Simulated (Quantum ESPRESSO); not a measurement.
# The states of the two spins in KMnF3, part 2 of 2

Where do the states of the two spins of KMnF3 lie?

Quantum ESPRESSO 7.5; PBEsol; plane waves with GBRV 1.5 PBEsol potentials, no spin-orbit coupling.

So far, absolute magnetization (μB): step 2 (the magnetic state) 9.43.

## Step 3: Projected density of states

Level of this step: PBEsol; plane waves with GBRV 1.5 PBEsol potentials, no spin-orbit coupling, projections on orthogonalised atomic orbitals (Quantum ESPRESSO).

projwfc.in reads:

```
&PROJWFC
  prefix = 'pwscf'
  outdir = './tmp'
  filpdos = 'pdos'
  ngauss = 0
  degauss = 0.01
  DeltaE = 0.05
  Emin = -1.28
  Emax = 12.72
/
```

The run is started by

```
$ OMP_NUM_THREADS=1 mpirun -n 4 projwfc.x -nk 4 -in projwfc.in > projwfc.out
```

The program printed:

```text
[banner, memory and clock lines left out]
Program PROJWFC v.7.5 starts

     [... lines left out ...]
     IMPORTANT: XC functional enforced from input :
     Exchange-correlation= PBESOL
                           (   1   4  10   8   0   0   0)
     Any further DFT definition will be discarded
     Please, verify this is what you really want

     G-vector sticks info

     Check: negative core charge=   -0.000025

     negative rho (up, down):  3.464E-04 3.464E-04

     Gaussian broadening (read from input): ngauss,degauss=   0    0.010000

     Calling projwave ....

  Problem Sizes
  natomwfc =           66
  nbnd     =           63
  nkstot   =           20
  npwx     =         4279
  nkb      =          120

     Atomic states used for projection
     (read from pseudopotential files):

     state #   1: atom   1 (K  ), wfc  1 (l=0 m= 1)
     state #   2: atom   1 (K  ), wfc  2 (l=1 m= 1)
     state #   3: atom   1 (K  ), wfc  2 (l=1 m= 2)
     state #   4: atom   1 (K  ), wfc  2 (l=1 m= 3)
     state #   5: atom   1 (K  ), wfc  3 (l=0 m= 1)
     state #   6: atom   1 (K  ), wfc  4 (l=1 m= 1)
     state #   7: atom   1 (K  ), wfc  4 (l=1 m= 2)
     state #   8: atom   1 (K  ), wfc  4 (l=1 m= 3)
     state #   9: atom   2 (K  ), wfc  1 (l=0 m= 1)
     state #  10: atom   2 (K  ), wfc  2 (l=1 m= 1)
     state #  11: atom   2 (K  ), wfc  2 (l=1 m= 2)
     state #  12: atom   2 (K  ), wfc  2 (l=1 m= 3)
     state #  13: atom   2 (K  ), wfc  3 (l=0 m= 1)
     state #  14: atom   2 (K  ), wfc  4 (l=1 m= 1)
     state #  15: atom   2 (K  ), wfc  4 (l=1 m= 2)
     state #  16: atom   2 (K  ), wfc  4 (l=1 m= 3)
     state #  17: atom   3 (Mn1), wfc  1 (l=0 m= 1)
     state #  18: atom   3 (Mn1), wfc  2 (l=1 m= 1)
     state #  19: atom   3 (Mn1), wfc  2 (l=1 m= 2)
     state #  20: atom   3 (Mn1), wfc  2 (l=1 m= 3)
     state #  21: atom   3 (Mn1), wfc  3 (l=0 m= 1)
     state #  22: atom   3 (Mn1), wfc  4 (l=2 m= 1)
     state #  23: atom   3 (Mn1), wfc  4 (l=2 m= 2)
     state #  24: atom   3 (Mn1), wfc  4 (l=2 m= 3)
     state #  25: atom   3 (Mn1), wfc  4 (l=2 m= 4)
     state #  26: atom   3 (Mn1), wfc  4 (l=2 m= 5)
     state #  27: atom   3 (Mn1), wfc  5 (l=1 m= 1)
     state #  28: atom   3 (Mn1), wfc  5 (l=1 m= 2)
     state #  29: atom   3 (Mn1), wfc  5 (l=1 m= 3)
     state #  30: atom   4 (Mn2), wfc  1 (l=0 m= 1)
     state #  31: atom   4 (Mn2), wfc  2 (l=1 m= 1)
     state #  32: atom   4 (Mn2), wfc  2 (l=1 m= 2)
     state #  33: atom   4 (Mn2), wfc  2 (l=1 m= 3)
     state #  34: atom   4 (Mn2), wfc  3 (l=0 m= 1)
     state #  35: atom   4 (Mn2), wfc  4 (l=2 m= 1)
     state #  36: atom   4 (Mn2), wfc  4 (l=2 m= 2)
     state #  37: atom   4 (Mn2), wfc  4 (l=2 m= 3)
     state #  38: atom   4 (Mn2), wfc  4 (l=2 m= 4)
     state #  39: atom   4 (Mn2), wfc  4 (l=2 m= 5)
     state #  40: atom   4 (Mn2), wfc  5 (l=1 m= 1)
     state #  41: atom   4 (Mn2), wfc  5 (l=1 m= 2)
     state #  42: atom   4 (Mn2), wfc  5 (l=1 m= 3)
     state #  43: atom   5 (F  ), wfc  1 (l=0 m= 1)
     state #  44: atom   5 (F  ), wfc  2 (l=1 m= 1)
     state #  45: atom   5 (F  ), wfc  2 (l=1 m= 2)
     state #  46: atom   5 (F  ), wfc  2 (l=1 m= 3)
     state #  47: atom   6 (F  ), wfc  1 (l=0 m= 1)
     state #  48: atom   6 (F  ), wfc  2 (l=1 m= 1)
     state #  49: atom   6 (F  ), wfc  2 (l=1 m= 2)
     state #  50: atom   6 (F  ), wfc  2 (l=1 m= 3)
     state #  51: atom   7 (F  ), wfc  1 (l=0 m= 1)
     state #  52: atom   7 (F  ), wfc  2 (l=1 m= 1)
     state #  53: atom   7 (F  ), wfc  2 (l=1 m= 2)
     state #  54: atom   7 (F  ), wfc  2 (l=1 m= 3)
     state #  55: atom   8 (F  ), wfc  1 (l=0 m= 1)
     state #  56: atom   8 (F  ), wfc  2 (l=1 m= 1)
     state #  57: atom   8 (F  ), wfc  2 (l=1 m= 2)
     state #  58: atom   8 (F  ), wfc  2 (l=1 m= 3)
     state #  59: atom   9 (F  ), wfc  1 (l=0 m= 1)
     state #  60: atom   9 (F  ), wfc  2 (l=1 m= 1)
     state #  61: atom   9 (F  ), wfc  2 (l=1 m= 2)
     state #  62: atom   9 (F  ), wfc  2 (l=1 m= 3)
     state #  63: atom  10 (F  ), wfc  1 (l=0 m= 1)
     state #  64: atom  10 (F  ), wfc  2 (l=1 m= 1)
     state #  65: atom  10 (F  ), wfc  2 (l=1 m= 2)
     state #  66: atom  10 (F  ), wfc  2 (l=1 m= 3)

 [... projections of the bands left out ...]

Lowdin Charges:

     Atom #   1: total charge =   8.4035, s =  2.0223, p =  6.3812, d =  0.0000,
                 spin up      =   4.2017, s =  1.0112,
                 spin up      =   4.2017, p =  3.1906, pz=  1.0635, px=  1.0635, py=  1.0635,
                 spin up      =   4.2017, d =  0.0000, dz2=  0.0000, dxz=  0.0000, dyz=  0.0000, dx2-y2=  0.0000, dxy=  0.0000,
                 spin down    =   4.2017, s =  1.0112,
                 spin down    =   4.2017, p =  3.1906, pz=  1.0635, px=  1.0635, py=  1.0635,
                 spin down    =   4.2017, d =  0.0000, dz2=  0.0000, dxz=  0.0000, dyz=  0.0000, dx2-y2=  0.0000, dxy=  0.0000,
                 polarization =   0.0000, s =  0.0000, p =  0.0000, d =  0.0000,
     Atom #   2: total charge =   8.4035, s =  2.0223, p =  6.3812, d =  0.0000,
                 spin up      =   4.2017, s =  1.0112,
                 spin up      =   4.2017, p =  3.1906, pz=  1.0635, px=  1.0635, py=  1.0635,
                 spin up      =   4.2017, d =  0.0000, dz2=  0.0000, dxz=  0.0000, dyz=  0.0000, dx2-y2=  0.0000, dxy=  0.0000,
                 spin down    =   4.2017, s =  1.0112,
                 spin down    =   4.2017, p =  3.1906, pz=  1.0635, px=  1.0635, py=  1.0635,
                 spin down    =   4.2017, d =  0.0000, dz2=  0.0000, dxz=  0.0000, dyz=  0.0000, dx2-y2=  0.0000, dxy=  0.0000,
                 polarization =   0.0000, s =  0.0000, p =  0.0000, d =  0.0000,
     Atom #   3: total charge =  14.3838, s =  2.2542, p =  6.8368, d =  5.2928,
                 spin up      =   9.5254, s =  1.1353,
                 spin up      =   9.5254, p =  3.4271, pz=  1.1424, px=  1.1424, py=  1.1424,
                 spin up      =   9.5254, d =  4.9630, dz2=  0.9860, dxz=  0.9970, dyz=  0.9970, dx2-y2=  0.9860, dxy=  0.9970,
                 spin down    =   4.8583, s =  1.1188,
                 spin down    =   4.8583, p =  3.4097, pz=  1.1366, px=  1.1366, py=  1.1366,
                 spin down    =   4.8583, d =  0.3298, dz2=  0.1080, dxz=  0.0379, dyz=  0.0379, dx2-y2=  0.1080, dxy=  0.0379,
                 polarization =   4.6671, s =  0.0165, p =  0.0175, d =  4.6331,
     Atom #   4: total charge =  14.3838, s =  2.2542, p =  6.8368, d =  5.2928,
                 spin up      =   4.8583, s =  1.1188,
                 spin up      =   4.8583, p =  3.4097, pz=  1.1366, px=  1.1366, py=  1.1366,
                 spin up      =   4.8583, d =  0.3298, dz2=  0.1080, dxz=  0.0379, dyz=  0.0379, dx2-y2=  0.1080, dxy=  0.0379,
                 spin down    =   9.5254, s =  1.1353,
                 spin down    =   9.5254, p =  3.4271, pz=  1.1424, px=  1.1424, py=  1.1424,
                 spin down    =   9.5254, d =  4.9630, dz2=  0.9860, dxz=  0.9970, dyz=  0.9970, dx2-y2=  0.9860, dxy=  0.9970,
                 polarization =  -4.6671, s = -0.0165, p = -0.0175, d = -4.6331,
     Atom #   5: total charge =   7.3761, s =  1.7978, p =  5.5783, d =  0.0000,
                 spin up      =   3.6881, s =  0.8989,
                 spin up      =   3.6881, p =  2.7892, pz=  0.9535, px=  0.8821, py=  0.9535,
                 spin up      =   3.6881, d =  0.0000, dz2=  0.0000, dxz=  0.0000, dyz=  0.0000, dx2-y2=  0.0000, dxy=  0.0000,
                 spin down    =   3.6881, s =  0.8989,
                 spin down    =   3.6881, p =  2.7892, pz=  0.9535, px=  0.8821, py=  0.9535,
                 spin down    =   3.6881, d =  0.0000, dz2=  0.0000, dxz=  0.0000, dyz=  0.0000, dx2-y2=  0.0000, dxy=  0.0000,
                 polarization =  -0.0000, s = -0.0000, p = -0.0000, d =  0.0000,
     Atom #   6: total charge =   7.3761, s =  1.7978, p =  5.5783, d =  0.0000,
                 spin up      =   3.6881, s =  0.8989,
                 spin up      =   3.6881, p =  2.7892, pz=  0.9535, px=  0.8821, py=  0.9535,
                 spin up      =   3.6881, d =  0.0000, dz2=  0.0000, dxz=  0.0000, dyz=  0.0000, dx2-y2=  0.0000, dxy=  0.0000,
                 spin down    =   3.6881, s =  0.8989,
                 spin down    =   3.6881, p =  2.7892, pz=  0.9535, px=  0.8821, py=  0.9535,
                 spin down    =   3.6881, d =  0.0000, dz2=  0.0000, dxz=  0.0000, dyz=  0.0000, dx2-y2=  0.0000, dxy=  0.0000,
                 polarization =  -0.0000, s = -0.0000, p = -0.0000, d =  0.0000,
     Atom #   7: total charge =   7.3761, s =  1.7978, p =  5.5783, d =  0.0000,
                 spin up      =   3.6881, s =  0.8989,
                 spin up      =   3.6881, p =  2.7892, pz=  0.9535, px=  0.9535, py=  0.8821,
                 spin up      =   3.6881, d =  0.0000, dz2=  0.0000, dxz=  0.0000, dyz=  0.0000, dx2-y2=  0.0000, dxy=  0.0000,
                 spin down    =   3.6881, s =  0.8989,
                 spin down    =   3.6881, p =  2.7892, pz=  0.9535, px=  0.9535, py=  0.8821,
                 spin down    =   3.6881, d =  0.0000, dz2=  0.0000, dxz=  0.0000, dyz=  0.0000, dx2-y2=  0.0000, dxy=  0.0000,
                 polarization =  -0.0000, s = -0.0000, p = -0.0000, d =  0.0000,
     Atom #   8: total charge =   7.3761, s =  1.7978, p =  5.5783, d =  0.0000,
                 spin up      =   3.6881, s =  0.8989,
                 spin up      =   3.6881, p =  2.7892, pz=  0.9535, px=  0.9535, py=  0.8821,
                 spin up      =   3.6881, d =  0.0000, dz2=  0.0000, dxz=  0.0000, dyz=  0.0000, dx2-y2=  0.0000, dxy=  0.0000,
                 spin down    =   3.6881, s =  0.8989,
                 spin down    =   3.6881, p =  2.7892, pz=  0.9535, px=  0.9535, py=  0.8821,
                 spin down    =   3.6881, d =  0.0000, dz2=  0.0000, dxz=  0.0000, dyz=  0.0000, dx2-y2=  0.0000, dxy=  0.0000,
                 polarization =  -0.0000, s = -0.0000, p = -0.0000, d =  0.0000,
     Atom #   9: total charge =   7.3761, s =  1.7978, p =  5.5783, d =  0.0000,
                 spin up      =   3.6881, s =  0.8989,
                 spin up      =   3.6881, p =  2.7892, pz=  0.8821, px=  0.9535, py=  0.9535,
                 spin up      =   3.6881, d =  0.0000, dz2=  0.0000, dxz=  0.0000, dyz=  0.0000, dx2-y2=  0.0000, dxy=  0.0000,
                 spin down    =   3.6881, s =  0.8989,
                 spin down    =   3.6881, p =  2.7892, pz=  0.8821, px=  0.9535, py=  0.9535,
                 spin down    =   3.6881, d =  0.0000, dz2=  0.0000, dxz=  0.0000, dyz=  0.0000, dx2-y2=  0.0000, dxy=  0.0000,
                 polarization =  -0.0000, s = -0.0000, p = -0.0000, d =  0.0000,
     Atom #  10: total charge =   7.3761, s =  1.7978, p =  5.5783, d =  0.0000,
                 spin up      =   3.6881, s =  0.8989,
                 spin up      =   3.6881, p =  2.7892, pz=  0.8821, px=  0.9535, py=  0.9535,
                 spin up      =   3.6881, d =  0.0000, dz2=  0.0000, dxz=  0.0000, dyz=  0.0000, dx2-y2=  0.0000, dxy=  0.0000,
                 spin down    =   3.6881, s =  0.8989,
                 spin down    =   3.6881, p =  2.7892, pz=  0.8821, px=  0.9535, py=  0.9535,
```

Wall time 2.6 s (4 MPI ranks of AMD EPYC 9R14 (Zen 4), shared host); peak memory 0.54 GiB; 9.8 s of CPU time.

The density of states has structure finer than the step of the table below, so its rows give means over 0.5 eV, whole bins alone (the curve runs from -9.00 to 5.05 eV). Peaks (eV: height): up -7.10: 10.6, -5.70: 13.4, -2.50: 11.3, 1.65: 12.1; down -7.10: 10.6, -5.70: 13.4, -2.50: 11.3, 1.65: 12.1; K1 p up = K1 p down -6.90: 0.0513, 2.30: 0.103, 3.25: 0.126, 3.90: 0.172; Mn3 d up -2.50: 10, -1.35: 5.22; Mn3 d down = Mn4 d up 1.65: 11.3, 2.80: 3.64.

Gaussian broadening of 0.136 eV on the SCF mesh. Density of states against energy, zero at the Fermi level; means over each step; 7 of 8 lines; values in states/eV/cell:

| energy (eV) | up | down | K1 p up = K1 p down | Mn3 d up | Mn3 d down = Mn4 d up | Mn4 d down | F5 p up |
| --- | --- | --- | --- | --- | --- | --- | --- |
| -8.5 | 0.837 | 0.837 | 0.00341 | 0.0134 | 0.00500 | 0.0134 | 0.112 |
| -8.0 | 2.37 | 2.37 | 0.0224 | 0.108 | 0.0340 | 0.108 | 0.313 |
| -7.5 | 4.24 | 4.24 | 0.00518 | 0.480 | 0.0970 | 0.480 | 0.565 |
| -7.0 | 7.70 | 7.70 | 0.0358 | 0.336 | 0.195 | 0.336 | 1.09 |
| -6.5 | 4.40 | 4.40 | 0.0329 | 0.271 | 0.0634 | 0.271 | 0.641 |
| -6.0 | 7.67 | 7.67 | 0.0313 | 0.118 | 0.0762 | 0.118 | 1.21 |
| -5.5 | 8.24 | 8.24 | 0.0174 | 0.0380 | 0.0205 | 0.0380 | 1.34 |
| -5.0 | 0.513 | 0.513 | 1.6e-4 | 2.2e-4 | 6.7e-5 | 2.2e-4 | 0.0852 |
| -4.5 | 0 | 0 | 0 | 0 | 0 | 0 | 0 |
| -4.0 | 0 | 0 | 0 | 0 | 0 | 0 | 0 |
| -3.5 | 0 | 0 | 0 | 0 | 0 | 0 | 0 |
| -3.0 | 0.0902 | 0.0903 | 5.2e-5 | 0.0812 | 7.5e-4 | 0.0813 | 0.00129 |
| -2.5 | 5.87 | 5.87 | 0.00266 | 5.22 | 0.0214 | 5.22 | 0.0996 |
| -2.0 | 0.0468 | 0.0468 | 2.8e-5 | 0.0407 | 1.5e-4 | 0.0406 | 9.1e-4 |
| -1.5 | 3.36 | 3.36 | 0.00309 | 2.65 | 0.0818 | 2.65 | 0.0815 |
| -1.0 | 0.638 | 0.638 | 1.9e-4 | 0.502 | 0.0120 | 0.501 | 0.0172 |
| -0.5 | 0 | 0 | 0 | 0 | 0 | 0 | 0 |
| 0.0 | 0 | 0 | 0 | 0 | 0 | 0 | 0 |
| 0.5 | 3.8e-5 | 3.8e-5 | 0 | 0 | 0 | 0 | 0 |
| 1.0 | 0.0198 | 0.0198 | 7.7e-5 | 0 | 9.9e-5 | 0 | 6.4e-6 |
| 1.5 | 4.92 | 4.92 | 0.0124 | 0.00750 | 4.50 | 0.00750 | 0.0319 |
| 2.0 | 1.90 | 1.90 | 0.0458 | 0.00301 | 1.39 | 0.00301 | 0.0125 |
| 2.5 | 1.78 | 1.78 | 0.0498 | 0.00667 | 1.28 | 0.00667 | 0.0156 |
| 3.0 | 2.54 | 2.54 | 0.0550 | 0.0227 | 1.76 | 0.0227 | 0.0397 |
| 3.5 | 0.400 | 0.400 | 0.0420 | 6.3e-4 | 0.0594 | 6.3e-4 | 0.00750 |
| 4.0 | 0.860 | 0.860 | 0.0988 | 4.6e-4 | 0.0250 | 4.6e-4 | 0.0158 |
| 4.5 | 1.38 | 1.38 | 0.172 | 0.00451 | 0.0831 | 0.00451 | 0.0259 |

## Step 4: Outcome

- state: antiferromagnetic
- largest moment in a sphere: 4.09 μB

The most distinct maxima of the density of states (up) lie at -7.10, -5.70, -2.50, -1.35 and 1.65 eV, the highest at -5.70 eV. These are Kohn–Sham states without spin–orbit coupling, on the mesh of the self-consistent run. The moments are opposed on like sites, so the totals of the two spins are equal and the projections on single atoms show the splitting. No Hubbard term acts here. In such compounds local and semilocal functionals without one often delocalise the d electrons, and can shrink or lose moments and miss the size, sign and order of the couplings.

[Logs and program files are shortened in this print: banners, set-up blocks, solver, clock and traceback lines can be left out without a mark of their own.]

[Logs are printed without paths, hosts, clocks, repeated set-up lines and the standing remarks that a program may print on its own settings, such as how far it seeks lower states.]

[Hosts, paths, dates, database ids (printed as entryN), source tags and the programs' standing remarks are cut or masked in the printed files.]

[Where a cell is said to come from a database of computed structures, the database is the Materials Project.]
